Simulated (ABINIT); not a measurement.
An input for ABINIT 10.8.3 (WS2 (Tungstenite)):

```
acell 3*1.0 Angstrom
rprim 
  3.184731999992 0.000000000002 0.000000000000
  -1.592365999998 2.758058816238 0.000000000000
  0.000000000000 0.000000000000 12.446230000000
ntypat 2
znucl 74 16
natom 6
typat 1 1 2 2 2 2
xred 
  0.333333333333 0.666666666667 0.250000000000
  0.666666666667 0.333333333333 0.750000000000
  0.333333333333 0.666666666667 0.624101902670
  0.666666666667 0.333333333333 0.124101902670
  0.333333333333 0.666666666667 0.875898097330
  0.666666666667 0.333333333333 0.375898097330
pp_dirpath "pseudos"
pseudos "W.upf, S.upf"
ecut 31
ngkpt 6 6 1
nshiftk 1
shiftk 0 0 0
kptopt 1
chksymbreak 0
istwfk *1
occopt 1
irdwfk 1
optdriver 3
nband 158
ecuteps 6
inclvkb 2
awtr 1
symchi 1
indata_prefix "in"
outdata_prefix "out"
tmpdata_prefix "tmp"
```

```sh
OMP_NUM_THREADS=1 mpirun -n 8 abinit run.abi > log
```

Q: Estimate wall time and host memory on 8 MPI ranks of Arm Neoverse V2, shared host.

It took 1.9 min; on shared hardware allow 57 s to 3.8 min. Peak host memory was 2.7 GiB.

[Paths, hosts, dates, memory and timing lines, banners, echoed tables and standing remarks are left out of the program output.]

[Logs are printed without paths, hosts, clocks, repeated set-up lines and the standing remarks that a program may print on its own settings, such as how far it seeks lower states.]

[Runs of the session that timed out or met a known fault of the program may be left out.]

[Hosts, paths, dates, database ids (printed as entryN), source tags and the programs' standing remarks are cut or masked in the printed files.]

[G0W0 gaps are taken among the corrected bands and points alone; a level outside them can change the order at an edge.]

[Where Ansatz stands beside ABINIT at settings called matched, ABINIT's density can come from a denser mesh and the files from another edition; pairs whose starting gaps differed by over 0.03 eV were left out, so agreement reads better than it is.]
